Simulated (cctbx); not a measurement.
# A crystallographic session in cctbx: Sc3B4Os

Library: cctbx 2025.11. The data are simulated by the first script.

## 1. Simulate the data

run.py:

```python
from cctbx import adptbx, crystal, miller, sgtbx, xray
from cctbx.array_family import flex
from iotbx.shelx import hklf
from scitbx import matrix
import scitbx.random

cs = crystal.symmetry(unit_cell=(3.279, 4.365, 12.072, 90, 90, 90), space_group_symbol='Hall: -I 2 2')  # Immm
atoms = [  # label, site, U (iso, or U11 U22 U33 U12 U13 U23 in A^2), occupancy
    ("Os1", (0.5, 0, 0), (0.0181, 0.0218, 0.0125, -0.0000, 0.0000, 0.0000), 1),
    ("Sc1", (0, 0, 0.8075), (0.0277, 0.0423, 0.0497, 0.0000, 0.0000, 0.0000), 1),
    ("Sc2", (0, 0.5, 0), (0.0207, 0.0270, 0.0232, -0.0000, 0.0000, 0.0000), 1),
    ("B1", (0, 0.1679, 0.6304), (0.0197, 0.0558, 0.0193, 0.0000, 0.0000, 0.0006), 1),
]
xs = xray.structure(crystal_symmetry=cs)
for label, site, u, occ in atoms:
    u = adptbx.u_cif_as_u_star(cs.unit_cell(), u) if isinstance(u, tuple) else u
    xs.add_scatterer(xray.scatterer(label, site=site, u=u, occupancy=occ))
xs.set_inelastic_form_factors(0.71073, "sasaki")
xs.show_summary()
p1 = xs.expand_to_p1()
ms = miller.build_set(p1, anomalous_flag=True, d_min=0.6)
flex.set_random_seed(267718)
scitbx.random.set_random_seed(267718)
ms = ms.select(flex.random_double(ms.size()) < 0.95)
i = ms.structure_factors_from_scatterers(p1, algorithm="direct").f_calc().as_intensity_array().data()
i = i * 5000 / flex.max(i)
sig = flex.sqrt(i + flex.pow2(0.03 * i) + 8 ** 2)
noise = scitbx.random.variate(scitbx.random.normal_distribution())(i.size())
data = ms.array(data=i + sig * noise, sigmas=sig).set_observation_type_xray_intensity()
with open("data.hkl", "w") as f:
    data.export_as_shelx_hklf(f)
print("reflections written:", data.size(), " <I/sigma> = %.1f" % flex.mean(data.data() / data.sigmas()))
for h, a, b in list(data.sort("data"))[:12]:
    print("%4d%4d%4d %9.1f %7.1f" % (h + (a, b)))
```

```console
$ python run.py
```

```text
Number of scatterers: 4
At special positions: 4
Unit cell: (3.279, 4.365, 12.072, 90, 90, 90)
Space group: I m m m (No. 71)
reflections written: 3180  <I/sigma> = 6.8
   1   1  -2    5492.4   166.0
   1   1   2    5147.4   166.0
   1  -1   2    5085.4   166.0
  -1   1  -2    5072.5   166.0
   1  -1  -2    5027.4   166.0
  -1  -1  -2    4967.0   166.0
  -1   1   2    4922.1   166.0
  -1  -1   2    4897.4   166.0
   0  -2   0    4821.4   153.5
   0   2   0    4456.8   153.5
   2   0   0    4417.7   146.0
  -2   0   0    4383.6   146.0
```

Run time: 0.36 s on 1 thread of Arm Neoverse N1, on a shared host, peak memory 0.07 GiB.

## 2. Symmetry

run.py:

```python
from cctbx import crystal, sgtbx, statistics
from cctbx.array_family import flex
from iotbx.shelx import hklf

p1 = crystal.symmetry(unit_cell=(3.279, 4.365, 12.072, 90, 90, 90), space_group_symbol="P 1")
raw = hklf.reader(file_name="data.hkl").as_miller_arrays(crystal_symmetry=p1, anomalous=True)[0]
print(raw.size(), "reflections to d = %.3f A" % raw.d_min())
isig = raw.data() / raw.sigmas()
print("centring   violations  <I/sigma> of those")
best = "P"
for c in "ABCIRF":
    a = raw.customized_copy(space_group_info=sgtbx.space_group_info("Hall: %s 1" % c)).sys_absent_flags().data()
    m = flex.mean(isig.select(a))
    print("%5s %10d of %5d %8.1f" % (c, (isig.select(a) > 4).count(True), a.count(True), m))
    if (isig.select(a) > 4).count(True) < 0.01 * a.count(True):
        best = c
raw = raw.select(~raw.customized_copy(space_group_info=sgtbx.space_group_info("Hall: %s 1" % best)).sys_absent_flags().data())
isig = raw.data() / raw.sigmas()
rows = []
for s in sgtbx.space_group_symbol_iterator():
    g = sgtbx.space_group(s)
    if g.conventional_centring_type_symbol() != best or not g.is_compatible_unit_cell(p1.unit_cell(), 1e-3, 0.02):
        continue
    rows.append((s, g))
print("Laue class    unique    Rint  (classes that these axes allow; Friedel mates merged)")
rint = {}
for s, g in rows:
    laue = g.build_derived_patterson_group()
    key = laue.type().hall_symbol()
    if key not in rint:
        m = raw.customized_copy(space_group_info=laue.info(), anomalous_flag=False).merge_equivalents()
        rint[key] = m.r_int()
        print("%-14s %6d %7.3f" % (laue.type().lookup_symbol(), m.array().size(), m.r_int()))
floor = min(rint.values())
good = [(s, g) for s, g in rows if rint[g.build_derived_patterson_group().type().hall_symbol()] < 2 * floor + 0.03]
top = max(g.build_derived_patterson_group().order_z() for s, g in good)
print("space group    extra absences  I>4sigma  <I/sigma>")
for s, g in good:
    laue = g.build_derived_patterson_group()
    if laue.order_z() != top:
        continue
    a = raw.customized_copy(space_group_info=g.info()).sys_absent_flags().data()
    a &= ~raw.customized_copy(space_group_info=laue.info()).sys_absent_flags().data()
    bad = (isig.select(a) > 4).count(True)
    if bad <= 0.03 * a.count(True):
        print("%-16s %8d %10d %9s  %s" % (s.universal_hermann_mauguin(), a.count(True), bad, "%.1f" % flex.mean(isig.select(a)) if a.count(True) else "-", "centric" if g.is_centric() else "acentric"))
laue = max(good, key=lambda t: t[1].build_derived_patterson_group().order_z())[1].build_derived_patterson_group()
f = raw.customized_copy(space_group_info=laue.info(), anomalous_flag=False).merge_equivalents().array().eliminate_sys_absent().f_sq_as_f()
f.set_observation_type_xray_amplitude()
bins = max(3, min(8, f.size() // 12))
f.setup_binner(n_bins=bins)
w = statistics.wilson_plot(f, {e: n / laue.order_z() for e, n in {'Os': 2.0, 'Sc': 6.0, 'B': 8.0}.items()}, e_statistics=True)
print("Wilson B = %.2f A^2   <|E^2-1|> = %.3f (0.968 centric, 0.736 acentric)   E^2>4: %.1f %%" % (w.wilson_b, w.mean_e_sq_minus_1, w.percent_e_sq_gt_2))
print("shell (A)         n   <I/sigma>")
m = raw.customized_copy(space_group_info=laue.info(), anomalous_flag=False).merge_equivalents().array().eliminate_sys_absent()
for b in m.setup_binner(n_bins=bins).range_used():
    sel = m.binner().selection(b)
    print("%5.2f - %4.2f %6d %8.1f" % (min(m.binner().bin_d_range(b)[0] if m.binner().bin_d_range(b)[0] > 0 else 99, 99), m.binner().bin_d_range(b)[1], sel.count(True), flex.mean((m.data() / m.sigmas()).select(sel))))
```

```console
$ python run.py
```

```text
3180 reflections to d = 0.600 A
centring   violations  <I/sigma> of those
    A        765 of  1593      6.7
    B        762 of  1588      6.7
    C        737 of  1571      5.8
    I          0 of  1608      0.0
    R       1027 of  2132      6.8
    F       1132 of  2376      6.4
Laue class    unique    Rint  (classes that these axes allow; Friedel mates merged)
I 1 2/m 1         455   0.039
I 1 1 2/m         433   0.038
I 2/m 1 1         471   0.038
I m m m           268   0.041
space group    extra absences  I>4sigma  <I/sigma>
I 2 2 2                 0          0         -  acentric
I 21 21 21              0          0         -  acentric
I m m 2                 0          0         -  acentric
I 2 m m                 0          0         -  acentric
I m 2 m                 0          0         -  acentric
I m m m                 0          0         -  centric
Wilson B = 1.43 A^2   <|E^2-1|> = 0.446 (0.968 centric, 0.736 acentric)   E^2>4: 0.0 %
shell (A)         n   <I/sigma>
 6.04 - 1.20     45     44.9
 1.20 - 0.95     32     39.8
 0.95 - 0.83     33     35.7
 0.83 - 0.76     37     30.1
 0.76 - 0.70     32     25.2
 0.70 - 0.66     26     22.5
 0.66 - 0.63     35     20.2
 0.63 - 0.60     28     16.2
```

Time: 0.38 s.

## 3. Charge flipping

run.py:

```python
import itertools
from cctbx import crystal, maptbx
from cctbx.array_family import flex
from iotbx.shelx import hklf
from smtbx.ab_initio import charge_flipping as cf

cs = crystal.symmetry(unit_cell=(3.279, 4.365, 12.072, 90, 90, 90), space_group_symbol='Hall: -I 2 2')  # Immm
raw = hklf.reader(file_name="data.hkl").as_miller_arrays(crystal_symmetry=cs, anomalous=True)[0]
merged = raw.eliminate_sys_absent().merge_equivalents()
fo2 = merged.array().set_observation_type_xray_intensity()
f = fo2.average_bijvoet_mates().f_sq_as_f().resolution_filter(d_min=0.8)
p1 = f.expand_to_p1()
work = p1
flex.set_random_seed(27700)
it = cf.weak_reflection_improved_iterator(delta=None, weak_reflection_fraction=0.2)
it.start(work, phases=flex.random_double(p1.size()) * 6.2832, f_000=0)
it.delta = 1.1 * it.rho_map.sigma()
print("cycle      R  skewness")
for n, st in enumerate(itertools.islice(it, 100)):
    if n % 8 == 0:
        print("%5d %6.3f %8.2f" % (n, st.r1_factor(), st.rho_map.skewness()))
rho = p1.phase_transfer(it.f_calc).fft_map().apply_volume_scaling()
polish = cf.low_density_elimination_iterator(constant_rho_c=rho.sigma())
polish.start(f_obs=p1, phases=it.f_calc, f_000=0)
for _ in range(8):
    next(polish)
print("origin shift          correlation  skewness")
maps = []
for fc, shift, cc in itertools.islice(cf.f_calc_symmetrisations(f, polish.f_calc, 0), 4):
    m = f.phase_transfer(fc).fft_map(symmetry_flags=maptbx.use_space_group_symmetry, resolution_factor=0.25).apply_sigma_scaling()
    maps.append((m.skewness(), cc, m))
    print("%6.3f %6.3f %6.3f %10.3f %9.2f" % (tuple(shift) + (cc, m.skewness())))
skew, cc, m = max((t for t in maps if t[1] > maps[0][1] - 0.04), key=lambda t: t[0])
print("taken: symmetry correlation %.3f, skewness %.2f" % (cc, skew))
peaks = m.peak_search(parameters=maptbx.peak_search_parameters(min_distance_sym_equiv=0.9, max_clusters=9)).all()
sps = cs.special_position_settings(min_distance_sym_equiv=0.5)
print("peak      x       y       z  mult  height/sigma")
for k, (x, h) in enumerate(zip(peaks.sites(), peaks.heights())):
    ss = sps.site_symmetry(x)
    print("Q%-3d %7.4f %7.4f %7.4f %4d %8.1f" % ((k + 1,) + tuple(t % 1 for t in ss.exact_site()) + (ss.multiplicity(), h)))
```

```console
$ python run.py
```

```text
cycle      R  skewness
    0  0.423     0.50
    8  0.349     2.96
   16  0.339     3.09
   24  0.295     4.10
   32  0.241     5.30
   40  0.226     4.70
   48  0.219     4.87
   56  0.206     4.91
   64  0.218     5.03
   72  0.203     4.91
   80  0.202     4.97
   88  0.196     4.90
   96  0.208     4.92
origin shift          correlation  skewness
 0.044  0.066  0.044      0.861      1.98
 0.032  0.066  0.316      0.862      1.82
 0.065  0.054  0.003      0.846      1.35
 0.064  0.056  0.250      0.837      2.36
taken: symmetry correlation 0.837, skewness 2.36
peak      x       y       z  mult  height/sigma
Q1    0.0000  0.0000  0.0449    4      9.1
Q2    0.0000  0.5000  0.3485    4      6.6
Q3    0.0000  0.0000  0.4308    4      4.3
Q4    0.0000  0.3298  0.5000    4      2.8
Q5    0.0000  0.5000  0.1292    4      2.8
Q6    0.2499  0.0000  0.0877    8      2.8
Q7    0.1823  0.3188  0.0714   16      1.6
Q8    0.0000  0.3442  0.2813    8      1.6
Q9    0.0000  0.2884  0.0000    4      1.5
```

Time: 0.39 s.

## 4. Charge flipping

run.py, as its changes from the last script of this kind:

```diff
@@ -13,2 +13,3 @@
-work = p1
-flex.set_random_seed(27700)
+p1.setup_binner_counting_sorted(reflections_per_bin=max(40, p1.size() // 12))
+work = p1.array(data=p1.data() / p1.amplitude_quasi_normalisations().data())
+flex.set_random_seed(27701)
@@ -19,2 +20,2 @@
-for n, st in enumerate(itertools.islice(it, 100)):
-    if n % 8 == 0:
+for n, st in enumerate(itertools.islice(it, 200)):
+    if n % 16 == 0:
```

```console
$ python run.py
```

```text
cycle      R  skewness
    0  0.439     0.21
   16  0.415     2.51
   32  0.383     3.75
   48  0.371     3.23
   64  0.373     3.54
   80  0.378     3.51
   96  0.380     3.55
  112  0.385     4.00
  128  0.382     3.72
  144  0.373     3.45
  160  0.370     3.40
  176  0.365     3.48
  192  0.376     3.46
origin shift          correlation  skewness
 0.310  0.274  0.460      0.907      5.15
 0.310  0.273  0.226      0.880      4.26
 0.311  0.264  0.280      0.804      2.00
 0.313  0.268  0.031      0.781      2.23
taken: symmetry correlation 0.907, skewness 5.15
peak      x       y       z  mult  height/sigma
Q1    0.0000  0.0000  0.5000    2     16.3
Q2    0.0000  0.0000  0.0000    2     11.7
Q3    0.0000  0.5000  0.2084    4      4.5
Q4    0.0000  0.5000  0.3446    4      4.1
Q5    0.1796  0.0000  0.4161    8      1.8
Q6    0.0000  0.2431  0.3665    8      1.5
Q7    0.0000  0.0000  0.1000    4      1.3
Q8    0.1459  0.0000  0.3269    8      1.3
Q9    0.0000  0.2757  0.0000    4      1.0
```

Time: 0.41 s.

## 5. Refinement (model from the peaks)

run.py:

```python
import math
from cctbx import adptbx, crystal, maptbx, sgtbx, xray
from cctbx.array_family import flex
from cctbx.xray import observations
from iotbx.shelx import hklf
from scitbx.lstbx import normal_eqns_solving
from smtbx import absolute_structure, utils
from smtbx.refinement import constraints, least_squares

cs = crystal.symmetry(unit_cell=(3.279, 4.365, 12.072, 90, 90, 90), space_group_symbol='Hall: -I 2 2')  # Immm
atoms = [  # label, site, U (iso, or U11 U22 U33 U12 U13 U23 in A^2), occupancy
    ("Os1", (0, 0, 0.5), 0.0200, 1),
    ("Sc1", (0, 0, 0), 0.0200, 1),
    ("Sc2", (0, 0.5, 0.2084), 0.0200, 1),
    ("B1", (0.1796, 0, 0.4161), 0.0200, 1),
]
xs = xray.structure(crystal_symmetry=cs)
for label, site, u, occ in atoms:
    u = adptbx.u_cif_as_u_star(cs.unit_cell(), u) if isinstance(u, tuple) else u
    xs.add_scatterer(xray.scatterer(label, site=site, u=u, occupancy=occ))
xs.set_inelastic_form_factors(0.71073, "sasaki")
raw = hklf.reader(file_name="data.hkl").as_miller_arrays(crystal_symmetry=cs, anomalous=True)[0]
merged = raw.eliminate_sys_absent().merge_equivalents()
fo2 = merged.array().set_observation_type_xray_intensity()
print("Rint %.3f, %d unique reflections to %.2f A" % (merged.r_int(), fo2.size(), fo2.d_min()))
for sc in xs.scatterers():
    sc.flags.set_grad_site(True)
    sc.flags.set_grad_u_aniso(sc.flags.use_u_aniso())
    sc.flags.set_grad_u_iso(sc.flags.use_u_iso())
obs = fo2.as_xray_observations()
extra = {}
rep = constraints.reparametrisation(xs, [], utils.connectivity_table(xs), **extra)
ls = least_squares.crystallographic_ls(obs, rep, weighting_scheme=least_squares.mainstream_shelx_weighting(a=0, b=0))
print("cycle     R1     wR2    GooF  max shift (A)")
for cycle in range(6):
    ls.build_up()
    r1, wr2, goof = ls.r1_factor(cutoff_factor=2)[0], ls.wR2(), ls.goof()
    old = xs.sites_cart()
    normal_eqns_solving.levenberg_marquardt_iterations(ls, n_max_iterations=3, tau=0.0001, step_threshold=1e-7)
    big = flex.max((xs.sites_cart() - old).norms())
    print("%4d %7.4f %7.4f %7.3f %9.5f" % (cycle + 1, r1, wr2, goof, big))
    ls.build_up(objective_only=True)
    if abs(ls.wR2() - wr2) < 5e-5 and big < 5e-4:
        break
ls.build_up()
print("final R1 %.4f wR2 %.4f GooF %.3f  parameters %d  data/parameter %.1f" % (ls.r1_factor(cutoff_factor=2)[0], ls.wR2(), ls.goof(), ls.n_parameters, fo2.size() / ls.n_parameters))
cov = ls.covariance_matrix_and_annotations()
su = dict(zip(cov.annotations, (math.sqrt(max(v, 0)) for v in cov.matrix.matrix_packed_u_diagonal())))
a2 = cs.unit_cell().reciprocal_parameters()[0] ** -2
print("atom        x        y        z      Ueq    occ   su(xyz)  su(Uiso or U11)")
for sc in xs.scatterers():
    s = max(su.get(sc.label + k, 0) for k in (".x", ".y", ".z"))
    npd = "" if sc.is_positive_definite_u(cs.unit_cell()) else "  NPD"
    print("%-5s %8.5f %8.5f %8.5f %8.4f %6.3f %8.5f %7.4f%s" % ((sc.label,) + sc.site + (sc.u_iso_or_equiv(cs.unit_cell()), sc.occupancy, s, su.get(sc.label + ".uiso", su.get(sc.label + ".u11", 0) * a2), npd)))
fo = fo2.f_sq_as_f()
fc = fo.structure_factors_from_scatterers(xs, algorithm="direct").f_calc()
diff = fo.f_obs_minus_f_calc(1 / math.sqrt(ls.scale_factor()), fc).average_bijvoet_mates()
m = diff.fft_map(symmetry_flags=maptbx.use_space_group_symmetry, resolution_factor=0.25).apply_volume_scaling()
print("difference map: max %.2f min %.2f rms %.2f" % (m.statistics().max(), m.statistics().min(), m.statistics().sigma()))
peaks = m.peak_search(parameters=maptbx.peak_search_parameters(min_distance_sym_equiv=0.6, max_clusters=5)).all()
near = xs.closest_distances(peaks.sites(), distance_cutoff=4)
sps = cs.special_position_settings(min_distance_sym_equiv=0.5)
for k, (x, h) in enumerate(zip(peaks.sites(), peaks.heights())):
    ss = sps.site_symmetry(x)
    print("Q%-3d %7.4f %7.4f %7.4f %4d %7.2f  %.2f A from %s" % ((k + 1,) + tuple(t % 1 for t in ss.exact_site()) + (ss.multiplicity(), h, near.smallest_distances[k], xs.scatterers()[near.i_seqs[k]].label)))
```

```console
$ python run.py
```

```text
Rint 0.041, 268 unique reflections to 0.60 A
cycle     R1     wR2    GooF  max shift (A)
   1  0.1784  0.3686  12.551   0.18174
   2  0.0839  0.1784   6.074   0.56612
   3  0.0809  0.1728   5.885   0.17432
   4  0.0806  0.1721   5.862   0.01001
   5  0.0805  0.1719   5.852   0.00573
   6  0.0805  0.1717   5.846   0.00551
final R1 0.0804 wR2 0.1716 GooF 5.842  parameters 7  data/parameter 38.3
atom        x        y        z      Ueq    occ   su(xyz)  su(Uiso or U11)
Os1    0.00000  0.00000  0.50000   0.0174  1.000  0.00000  0.0004
Sc1    0.00000  0.00000  0.00000   0.0234  1.000  0.00000  0.0013
Sc2    0.00000  0.50000  0.19307   0.0382  1.000  0.00073  0.0015
B1     0.00001  0.00000  0.36868   0.9102  1.000 9800.42754  0.5655
difference map: max 14.61 min -16.10 rms 1.11
Q1    0.0000  0.0802  0.5000    4   15.15  0.35 A from Os1
Q2    0.0000  0.3283  0.3690    8   11.17  1.43 A from B1
Q3    0.0000  0.5000  0.1602    4    3.86  0.40 A from Sc2
Q4    0.0000  0.5000  0.2324    4    2.95  0.47 A from Sc2
Q5    0.0000  0.0827  0.0000    4    2.46  0.36 A from Sc1
```

Time: 0.64 s.

Figures of merit this high mean that the model is still wrong or incomplete.

## 6. Refinement (anisotropic displacement)

run.py, as its changes from the last script of this kind:

```diff
@@ -12,4 +12,4 @@
-    ("Os1", (0, 0, 0.5), 0.0200, 1),
-    ("Sc1", (0, 0, 0), 0.0200, 1),
-    ("Sc2", (0, 0.5, 0.2084), 0.0200, 1),
-    ("B1", (0.1796, 0, 0.4161), 0.0200, 1),
+    ("Os1", (0, 0, 0.5), 0.0174, 1),
+    ("Sc1", (0, 0, 0), 0.0234, 1),
+    ("Sc2", (0, 0.5, 0.19307), 0.0382, 1),
+    ("B1", (0.00001, 0, 0.36868), 0.9102, 1),
@@ -21,0 +22 @@
+xs.convert_to_anisotropic()
@@ -35 +36 @@
-for cycle in range(6):
+for cycle in range(8):
@@ -39 +40 @@
-    normal_eqns_solving.levenberg_marquardt_iterations(ls, n_max_iterations=3, tau=0.0001, step_threshold=1e-7)
+    normal_eqns_solving.levenberg_marquardt_iterations(ls, n_max_iterations=3, tau=1e-06, step_threshold=1e-7)
@@ -60 +61 @@
-peaks = m.peak_search(parameters=maptbx.peak_search_parameters(min_distance_sym_equiv=0.6, max_clusters=5)).all()
+peaks = m.peak_search(parameters=maptbx.peak_search_parameters(min_distance_sym_equiv=0.6, max_clusters=6)).all()
```

```console
$ python run.py
```

```text
Rint 0.041, 268 unique reflections to 0.60 A
cycle     R1     wR2    GooF  max shift (A)
   1  0.0802  0.1709   5.899   0.00248
   2  0.0503  0.1148   3.961   0.00207
   3  0.0499  0.1143   3.946   0.00046
   4  0.0491  0.1135   3.918   0.00000
final R1 0.0491 wR2 0.1135 GooF 3.918  parameters 14  data/parameter 19.1
atom        x        y        z      Ueq    occ   su(xyz)  su(Uiso or U11)
Os1    0.00000  0.00000  0.50000   0.0173  1.000  0.00000  0.0004
Sc1    0.00000  0.00000  0.00000   0.0230  1.000  0.00000  0.0020
Sc2    0.00000  0.50000  0.19291   0.0389  1.000  0.00051  0.0020
B1     0.00000  0.00000  0.36908   0.6700  1.000  0.01281  0.7933
difference map: max 11.23 min -1.11 rms 0.75
Q1    0.0000  0.3316  0.3694    8   11.34  1.45 A from B1
Q2    0.0000  0.0000  0.5000    2    2.52  0.00 A from Os1
Q3    0.1085  0.5000  0.4119    8    0.80  1.67 A from Sc1
Q4    0.1791  0.5000  0.3430    8    0.79  1.90 A from Sc2
Q5    0.0000  0.2380  0.2260    8    0.72  1.21 A from Sc2
Q6    0.1700  0.3417  0.3196   16    0.71  1.70 A from B1
```

Run time: 0.56 s on 1 thread of Arm Neoverse N1, on a shared host, peak memory 0.09 GiB.

Figures of merit this high mean that the model is still wrong or incomplete.

[Logs are printed without paths, hosts, clocks, repeated set-up lines and the standing remarks that a program may print on its own settings, such as how far it seeks lower states.]
